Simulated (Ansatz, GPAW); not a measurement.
# Ballistic transport through biphenyl-4,4'-dithiol between two Cu chains, from relaxation to T(E)

How well does biphenyl-4,4'-dithiol between two Cu chains conduct once its atoms have relaxed, and how much do cheaper levels lose?

Program: GPAW 26.7.0 and Ansatz 0.2.0. Level of theory: Ansatz plane waves; relaxation of the junction with the lead ends held; PAW set soft_1, in the first sound run; inputs show where later runs differ. Results are calculated unless marked as measured.

This is a report of a sequence of runs, with most program output left out.

### 1. Set-up

The cell holds 34 atoms: 12 Cu, 2 S, 8 H and 12 C. Cell: a = 12.456 Å, b = 10.705 Å, c = 38.210 Å, α = 90.0°, β = 90.0°, γ = 90.0°. Regions: left lead, 6 atoms (6 Cu); channel, 22 atoms (2 S, 8 H and 12 C); right lead, 6 atoms (6 Cu). Vacuum lies along a and b. The structure is stacked along c, and the current runs across the ab planes.

### 2. Relaxing the atoms

Transmission follows bond lengths closely, so the atoms between the held lead ends are relaxed first, from a slightly shaken start that lets symmetry break.

input.yaml

```yaml
crystal:
  lattice:
    - [12.456170329, 0.0, 0.0]
    - [0.0, 10.7053459709, 0.0]
    - [0.0, 0.0, 38.2096637082]
  atoms:
    - { symbol: Cu, position: [0.5, 0.5, 0.0300970982] }
    - { symbol: Cu, position: [0.5, 0.5, 0.0902912945] }
    - { symbol: Cu, position: [0.5, 0.5, 0.1504854909] }
    - { symbol: Cu, position: [0.5, 0.5, 0.2106796873] }
    - { symbol: Cu, position: [0.4999038437, 0.4964753963, 0.2728948565] }
    - { symbol: Cu, position: [0.5011603839, 0.5018034353, 0.3309048281] }
    - { symbol: S, position: [0.3509063462, 0.4826278458, 0.3667431023] }
    - { symbol: H, position: [0.5254355816, 0.5872276003, 0.4083174677] }
[... 22 atom lines left out ...]
    - { symbol: Cu, position: [0.5, 0.5, 0.7893203127] }
    - { symbol: Cu, position: [0.5, 0.5, 0.8495145091] }
    - { symbol: Cu, position: [0.5, 0.5, 0.9097087055] }
    - { symbol: Cu, position: [0.5, 0.5, 0.9699029018] }
kpoints:
  mp_grid: { grid: [1, 1, 2] }
hamiltonian:
  xc: pbe
  pseudopotentials: { kind: paw, azcp: { folder: soft_1 } }
scf:
  occupations: { method: fermi_dirac, width: 0.1 }
relax:
  f_tol: 0.03
  max_steps: 80
  constraints: [{ sites: [0, 1, 2, 3, 30, 31, 32, 33] }]
```

Started as:

```bash
$ ansatz run input.yaml --threads 4 --pin off --max-ram 8192MiB --backend cpu --events-out ev --progress --plain --runs-dir out
```

Wall time 12 min (4 threads of Arm Neoverse V2, shared host); peak memory 5.7 GiB; 48 min of CPU time.

The steps of the relaxation (22 of 23):

| step | energy less that of the first step (eV) | largest force component (eV/Å) |
| --- | --- | --- |
| 1 | 0.0000 | 5.4835 |
| 2 | -0.8433 | 2.9663 |
| 3 | -1.1377 | 1.8051 |
| 4 | -1.3368 | 0.2542 |
| 5 | -1.4273 | 0.1298 |
| 6 | -1.5080 | 0.1312 |
| 7 | -1.5813 | 0.1571 |
| 8 | -1.6359 | 0.0993 |
| 9 | -1.6658 | 0.1220 |
| 10 | -1.6832 | 0.1601 |
| 11 | -1.7025 | 0.1690 |
| 13 | -1.7367 | 0.1880 |
| 14 | -1.7468 | 0.1715 |
| 15 | -1.7538 | 0.1577 |
| 16 | -1.7584 | 0.0628 |
| 17 | -1.7612 | 0.0351 |
| 18 | -1.7629 | 0.0692 |
| 19 | -1.7645 | 0.0687 |
| 20 | -1.7656 | 0.0275 |
| 21 | -1.7656 | 0.0275 |
| 22 | -1.7661 | 0.0226 |
| 23 | -1.7664 | 0.0200 |

The atoms that moved most (Å):

```csv
atom,dx,dy,dz,length
S28,0.428,1.369,0.035,1.435
H17,0.044,1.360,0.201,1.376
H8,0.871,-0.770,-0.307,1.202
H24,0.326,1.135,0.199,1.197
Cu30,-0.256,-1.094,0.277,1.157
C26,0.320,1.072,0.192,1.135
C23,0.353,1.027,0.111,1.091
Cu5,0.269,-1.016,-0.290,1.090
```

This step gave:

| Property | Result |
| --- | --- |
| free energy | -84421.4409 eV |
| smearing term TS | 0.5196 eV |
| symmetry operations | 1 |

The relaxation lowered the energy of the cell by 1.77 eV.

### 3. Plane-wave reference (PBE)

Plane waves give the reference curve, free of the bias of atom-centred orbitals.

This step: Ansatz plane waves; Landauer transmission by layers, zero bias; PAW set soft_1 (Ansatz 0.2.0).

input.yaml

```yaml
crystal:
  lattice:
    - [12.456170329, 0.0, 0.0]
    - [0.0, 10.7053459709, 0.0]
    - [0.0, 0.0, 38.2096637082]
  atoms:
    - { symbol: Cu, position: [0.5, 0.5, 0.0300970982] }
    - { symbol: Cu, position: [0.5, 0.5, 0.0902912945] }
    - { symbol: Cu, position: [0.5, 0.5, 0.1504854909] }
    - { symbol: Cu, position: [0.5, 0.5, 0.2106796873] }
    - { symbol: Cu, position: [0.5214633031, 0.4015700648, 0.2652963789] }
    - { symbol: Cu, position: [0.4750415146, 0.484054968, 0.320225675] }
    - { symbol: S, position: [0.3768642383, 0.4806569984, 0.366120378] }
    - { symbol: H, position: [0.5953746756, 0.5153409222, 0.4002707012] }
[... 22 atom lines left out ...]
    - { symbol: Cu, position: [0.5, 0.5, 0.7893203127] }
    - { symbol: Cu, position: [0.5, 0.5, 0.8495145091] }
    - { symbol: Cu, position: [0.5, 0.5, 0.9097087055] }
    - { symbol: Cu, position: [0.5, 0.5, 0.9699029018] }
kpoints:
  mp_grid: { grid: [1, 1, 2] }
hamiltonian:
  xc: pbe
  pseudopotentials: { kind: paw, azcp: { folder: soft_1 } }
scf:
  occupations: { method: fermi_dirac, width: 0.1 }
output:
  transmission:
    leads: [[0, 1]]
    e_range: [-2, 2]
    de: 0.025
    kmesh: [1, 1]
    reduced_basis: true
  write_potential: true
  write_density: true
  volumetric_format: npy
  elf: true
```

The job ended after 4.1 h (4 threads; peak memory 6 GiB; 15 h of CPU time).

This step gave:

```
free energy                                             : -84421.4408 eV
lead level                                              : 0 eV from the Fermi level
transmission at the Fermi level (one spin)              : 0.8516
open channels of the lead at the Fermi level (one spin) : 1
step of the potential along the lead                    : 34.4 meV
offset of the lead                                      : 0 Å
filling of the lead less its bulk value, in size        : 138.9 meV
conductance                                             : 0.6520 G₀
```

One spin. Table of transmission, zone mean by energy, zero at the Fermi level:

| energy (eV) | transmission, zone mean |
| --- | --- |
| -2.000 | 0.943 |
| -1.900 | 0.984 |
| -1.800 | 0.970 |
| -1.775 | 0.996 |
| -1.700 | 0.935 |
| -1.650 | 1.000 |
| -1.600 | 0.973 |
| -1.500 | 0.987 |
| -1.400 | 0.203 |
| -1.300 | 0.0272 |
| -1.200 | 0.0142 |
| -1.100 | 0.199 |
| -1.000 | 0.178 |
| -0.900 | 0.269 |
| -0.800 | 0.539 |
| -0.775 | 0.580 |
| -0.700 | 0.268 |
| -0.600 | 0.378 |
| -0.500 | 0.987 |
| -0.400 | 0.282 |
| -0.300 | 0.188 |
| -0.200 | 0.251 |
| -0.100 | 0.371 |
| -0.025 | 0.991 |
| 0.000 | 0.852 |
| 0.100 | 0.0989 |
| 0.200 | 0.0231 |
| 0.300 | 0.00844 |
| 0.400 | 0.00390 |
| 0.500 | 0.00210 |
| 0.600 | 0.00127 |
| 0.700 | 8.3e-4 |
| 0.800 | 5.9e-4 |
| 0.900 | 4.5e-4 |
| 1.000 | 3.6e-4 |
| 1.100 | 3.0e-4 |
| 1.200 | 2.6e-4 |
| 1.300 | 2.4e-4 |
| 1.400 | 2.3e-4 |
| 1.500 | 2.3e-4 |
| 1.600 | 2.3e-4 |
| 1.700 | 2.4e-4 |
| 1.800 | 2.6e-4 |
| 1.900 | 2.8e-4 |
| 2.000 | 2.9e-4 |

One spin. Table of open channels, zone mean by energy, zero at the Fermi level:

```csv
energy (eV),"open channels, zone mean"
-2.000,1
-1.900,1
-1.800,3
-1.700,3
-1.600,3
-1.500,3
-1.400,3
-1.300,3
-1.200,3
-1.100,4
-1.000,4
-0.900,6
-0.800,6
-0.700,6
-0.600,6
-0.500,4
-0.400,4
-0.300,4
-0.200,3
-0.100,1
0.000,1
0.100,1
0.200,1
0.300,1
0.400,1
0.500,1
0.600,1
0.700,1
0.800,1
0.900,1
1.000,1
1.100,1
1.200,1
1.300,1
1.400,1
1.500,1
1.600,1
1.700,1
1.800,1
1.900,1
2.000,1
```

Crystal 0, spin -, k parallel (0, 0); distinct values, listed up to 1.5 1/Å. Im kz of the slowest decaying states against energy, zero at the Fermi level:

| energy (eV) | decay 1 (Å⁻¹) | decay 2 (Å⁻¹) | decay 3 (Å⁻¹) | decay 4 (Å⁻¹) |
| --- | --- | --- | --- | --- |
| -2.000 | 0.335 | 0.336 | 0.672 | 1.11 |
| -1.800 | 0.594 | 1.04 | 1.04 | 1.27 |
| -1.600 | 0.501 | 0.944 | 0.944 | 1.25 |
| -1.400 | 0.380 | 0.824 | 0.824 | 1.23 |
| -1.200 | 0.183 | 0.651 | 0.651 | 1.22 |
| -1.000 | 0.322 | 0.322 | 1.20 | 1.21 |
| -0.800 | 1.18 | 1.19 | 1.23 | 1.31 |
| -0.600 | 1.16 | 1.17 | 1.20 | 1.29 |
| -0.400 | 0.562 | 0.562 | 1.14 | 1.15 |
| -0.200 | 0.130 | 0.775 | 0.775 | 1.12 |
| 0.000 | 0.217 | 0.217 | 0.327 | 0.916 |
| 0.200 | 0.300 | 0.300 | 0.441 | 1.02 |
| 0.400 | 0.351 | 0.351 | 0.527 | 1.07 |
| 0.600 | 0.384 | 0.384 | 0.597 | 1.05 |
| 0.800 | 0.405 | 0.405 | 0.656 | 1.03 |
| 1.000 | 0.416 | 0.416 | 0.708 | 1.01 |
| 1.200 | 0.419 | 0.419 | 0.753 | 0.981 |
| 1.400 | 0.414 | 0.415 | 0.793 | 0.953 |
| 1.600 | 0.403 | 0.403 | 0.829 | 0.924 |
| 1.800 | 0.384 | 0.385 | 0.862 | 0.894 |
| 2.000 | 0.357 | 0.359 | 0.864 | 0.892 |

Crystal 0, spin -, k parallel (0, 0). The Re kz of states that move upwards by energy, zero at the Fermi level:

```csv
energy (eV),channel 1 (Å⁻¹),channel 2 (Å⁻¹),channel 3 (Å⁻¹),channel 4 (Å⁻¹),channel 5 (Å⁻¹),channel 6 (Å⁻¹)
-2.000,0.573,-,-,-,-,-
-1.800,-1.26,-1.26,0.618,-,-,-
-1.600,-0.992,-0.992,0.663,-,-,-
-1.400,-0.840,-0.840,0.709,-,-,-
-1.200,-0.716,-0.716,0.758,-,-,-
-1.000,-0.604,-0.604,0.283,0.814,-,-
-0.800,-0.497,-0.496,0.439,0.589,0.589,0.881
-0.600,-0.388,-0.388,0.549,0.969,1.14,1.14
-0.400,-0.267,-0.267,0.632,1.10,-,-
-0.200,-0.0778,-0.0768,0.696,-,-,-
0.000,0.749,-,-,-,-,-
0.200,0.792,-,-,-,-,-
0.400,0.830,-,-,-,-,-
0.600,0.864,-,-,-,-,-
0.800,0.896,-,-,-,-,-
1.000,0.926,-,-,-,-,-
1.200,0.954,-,-,-,-,-
1.400,0.981,-,-,-,-,-
1.600,1.01,-,-,-,-,-
1.800,1.03,-,-,-,-,-
2.000,1.06,-,-,-,-,-
```

The electrostatic potential energy of an electron (with the applied field's), less the Fermi level, planar mean oscillates, so the rows of the table below give means over windows of 2.16 Å about each position, cut where the curve ends. Its first 14 maxima inside the range that stand out by 2 % of the span (Å: eV): 2.2: 4.99, 4.6: 4.97, 6.9: 4.94, 9.1: 4.79, 11.2: 4.78, 13.1: 4.68, 14.8: 4.58, 16.9: 3.92, 19.1: 4.32, 21.3: 3.92, 23.4: 4.59, 25.1: 4.67, 27.0: 4.76, 29.1: 4.77. Its first 14 minima: 1.2: 4.11, 3.4: 4.09, 5.8: 4.09, 8.1: 4.00, 10.1: 3.98, 12.2: 3.95, 14.0: 4.19, 16.1: 3.60, 17.9: 3.54, 20.4: 3.55, 22.1: 3.60, 24.2: 4.19, 26.0: 3.94, 28.1: 3.97.

Electrostatic potential energy of an electron (with the applied field's), less the Fermi level, planar mean against z; means over each step:

z (Å), electrostatic potential energy of an electron (with the applied field's), less the Fermi level, planar mean (eV) and a bar from the least value:
```
     1.08       4.56 #############################
     3.24       4.55 ############################
     5.40       4.54 ############################
     7.56       4.49 ##########################
     9.72       4.40 #######################
    11.88       4.38 ######################
    14.04       4.41 #######################
    16.20       3.83 ###
    18.36       3.83 ###
    20.52       3.74 
    22.68       4.00 #########
    24.84       4.33 #####################
    27.00       4.35 #####################
    29.16       4.36 ######################
    31.32       4.55 ############################
    33.48       4.58 #############################
    35.64       4.60 ##############################
    37.80       4.44 ########################
```

The valence density, planar mean oscillates, so the rows of the table below give means over windows of 2.24 Å about each position, cut where the curve ends. Its first 14 maxima inside the range that stand out by 2 % of the span (Å: e/Å³): 1.2: 0.205, 3.4: 0.208, 5.8: 0.199, 8.1: 0.208, 10.1: 0.209, 12.2: 0.209, 13.9: 0.0296, 16.3: 0.0609, 17.8: 0.0608, 20.4: 0.0606, 21.9: 0.0607, 24.5: 0.0296, 26.0: 0.206, 28.1: 0.206. Its first 14 minima: 2.2: 0.00811, 4.6: 0.00784, 6.9: 0.00806, 9.1: 0.00963, 11.2: 0.00969, 13.1: 0.0190, 14.8: 0.0232, 17.0: 0.0484, 19.1: 0.0280, 21.2: 0.0486, 23.4: 0.0234, 25.2: 0.0188, 27.0: 0.00978, 29.1: 0.00999.

Valence density, planar mean against z; means over each step:

z (Å), valence density, planar mean (e/Å³) and a bar from the least value:
```
     1.12      0.063 ##########################
     3.36      0.063 ##########################
     5.60      0.063 ##########################
     7.84      0.064 ##########################
    10.08      0.064 ###########################
    12.32      0.067 #############################
    14.56      0.031 
    16.80      0.055 ####################
    19.04      0.045 ###########
    21.28      0.056 ####################
    23.52      0.033 ##
    25.76      0.068 ##############################
    28.00      0.064 ###########################
    30.24      0.064 ###########################
    32.48      0.064 ##########################
    34.72      0.063 ##########################
    36.96      0.064 ###########################
```

ELF in the ca plane at fractional y = 0.496, with atoms of Cu and S and C and H within 0.2 Å of it. It is the smooth field of the valence electrons, not physical close to the nuclei.

Ten even steps from '0' (0.00 × 1e-1) to '9' (9.96 × 1e-1), each cell a mean:
```
00000000000000000000000000000000000000000000
00000000000000000000000000000000000000000000
00000000000000000000000000000000000000000000
00000000000012100000000000000000000000000000
00000000000256410012321000000000000000000000
22000142000378720046653000000000000000000000
78510377312478620378885100000000000000000000
99940388656666511489986200000000000000001111
99970156568757754653366311111111111111112222
67740047765457746863476211111222211111222211
22663457762015545766872122112322211111121111
57865872464236886213531143113222211352121253
14634775884684156300121111113222211231121132
14787312551486589840011111123222221111222111
76566201798643699981001111122222222111222222
87667512899820289971000000112222111111111111
54478820599820025630000000001111000000000000
31147610147400000100000000000000000000000000
10002200001000000000000000000000000000000000
00000000000000000000000000000000000000000000
00000000000000000000000000000000000000000000
00000000000000000000000000000000000000000000
00000000000000000000000000000000000000000000
00000000000000000000000000000000000000000000
```
Columns run along c (16.0 Å, from fractional 0.45 to 0.87 of the cell), rows up along a (12.5 Å). Atoms in or near the plane, at fractional coordinates: C at (0.46, 0.56), H at (0.46, 0.64), H at (0.54, 0.35), C at (0.55, 0.44), C at (0.58, 0.46), H at (0.60, 0.40), S at (0.63, 0.62), Cu at (0.68, 0.52), Cu at (0.79, 0.50), Cu at (0.85, 0.50).

Electrostatic potential energy in the ca plane at fractional y = 0.496, with atoms of Cu and S and C and H within 0.2 Å of it. With pseudopotentials it is smooth inside the atoms' cores, unlike the true potential.

Ten even steps from '0' (-48 eV) to '9' (1 eV), each cell a mean:
```
99999999999999999999999999999999999999999999
99999999999999999999999999999999999999999999
99999999999999999999999999999999999999999999
99999999999999999999999999999999999999999999
99999999999999999999999999999999999999999999
99999999999999999999999999999999999999999999
99999999999999999999999999999999999999999999
99999999999999999999999999999999997899999888
99999999999999999999999999988999974589997447
99999999999999999999999999963667621589987447
74348985347999899987789999986101300278864478
30004850003898889840037999997101644412530058
40015861004899999710006888985347888400564431
87678987668999999852147533650027888656898710
99999999999999999998886110264356676247999853
99999999999999999999997200378873267558999845
99999999999999999999999877899987789999999988
99999999999999999999999999999999999999999999
99999999999999999999999999999999999999999999
99999999999999999999999999999999999999999999
99999999999999999999999999999999999999999999
99999999999999999999999999999999999999999999
99999999999999999999999999999999999999999999
99999999999999999999999999999999999999999999
```
Columns run along c (16.0 Å, from fractional 0.13 to 0.55 of the cell; values clipped at the 3rd and 97th percentile), rows up along a (12.5 Å). Atoms in or near the plane, at fractional coordinates: Cu at (0.15, 0.50), Cu at (0.21, 0.50), Cu at (0.32, 0.48), S at (0.37, 0.38), C at (0.42, 0.53), C at (0.46, 0.56), H at (0.46, 0.64), H at (0.54, 0.35), C at (0.55, 0.44).

Valence density in the ca plane at fractional y = 0.496, with atoms of Cu and S and C and H within 0.2 Å of it. It is the smooth field of the valence electrons, not physical close to the nuclei.

Values in e/Å³, 13 rows by 16 columns, each cell a mean:
```
 0  0  0  0  0  0  0  0  0  0  0  0  0  0  0  0
 0  0  0  0  0  0  0  0  0  0  0  0  0  0  0  0
 0  0  0  0  0  0  0  0  0  0  0  0  0  0  0  0
 0  0  0  0  0  0  0  0  0  0  0  0  0  0  0  0
 1  0  0  1  1  1  1  1  0  0  0  0  0  0  0  0
 2  0  1  1  0  1  1  1  4  4  0  0  1  1  0  2
 1  2  1  1  1  2  0  0  6  8  0  0  4 20  1 23
 1  1  0  1  1  1  0  0  0  0  0  0  0  0  0  1
 1  0  0  1  0  0  0  0  0  0  0  0  0  0  0  0
 0  0  0  0  0  0  0  0  0  0  0  0  0  0  0  0
 0  0  0  0  0  0  0  0  0  0  0  0  0  0  0  0
 0  0  0  0  0  0  0  0  0  0  0  0  0  0  0  0
 0  0  0  0  0  0  0  0  0  0  0  0  0  0  0  0
```
Columns run along c (16.0 Å, from fractional 0.45 to 0.87 of the cell), rows up along a (12.5 Å). Atoms in or near the plane, at fractional coordinates: C at (0.46, 0.56), H at (0.46, 0.64), H at (0.54, 0.35), C at (0.55, 0.44), C at (0.58, 0.46), H at (0.60, 0.40), S at (0.63, 0.62), Cu at (0.68, 0.52), Cu at (0.79, 0.50), Cu at (0.85, 0.50).

The largest of the program's own error estimates on the conductance is 90 %. T at the Fermi level is 0.852; the potential still steps by 34.4 meV from one lead period to the next, more than the program accepts for a lead, so the cell is too short for a firm reference, and the program's own error estimates apply.

(Continued in part 2 of 3.)

[Logs are printed without paths, hosts, clocks, repeated set-up lines and the standing remarks that a program may print on its own settings, such as how far it seeks lower states.]

[Hosts, paths, dates, database ids (printed as entryN), source tags and the programs' standing remarks are cut or masked in the printed files.]
